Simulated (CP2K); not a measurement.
Two runs for the S L₂,₃ edge of triflate. Run A: CP2K XAS_TDP, all-electron GAPW, PBEh(45%), aug-cc-pVDZ, TDA, ZORA, spin–orbit coupling. Run B differs in one setting.

First lines with a strength over 0.0003. A:

| atom | energy (eV) | states | strength, one atom |
| --- | --- | --- | --- |
| S2 (bonded to C and 3 O) | 169.66 | 2 | 0.0023 |
|  | 170.76 | 3 | 0.0176 |
|  | 171.43 | 1 | 0.0004 |
|  | 171.44 | 3 | 0.0008 |
|  | 171.47 | 1 | 0.0007 |

B:

| atom | energy (eV) | states | strength, one atom |
| --- | --- | --- | --- |
| S2 (bonded to C and 3 O) | 172.39 | 2 | 0.0023 |
|  | 173.42 | 2 | 0.0027 |
|  | 173.88 | 1 | 0.0005 |
|  | 173.94 | 3 | 0.0204 |
|  | 174.66 | 2 | 0.0004 |

Question: Which was it: the basis, GW2X switched on, the functional?

The functional (functional from PBEh(45%) to PBEh(60%); the lines alone don't name the new value). A functional moves all lines by electronvolts and changes their spacings and strengths. The lowest line over the strength cut lies at 172.39 eV, against 169.66 eV (PBEh(45%), aug-cc-pVDZ).

[Hosts, paths, dates, database ids (printed as entryN), source tags and the programs' standing remarks are cut or masked in the printed files.]
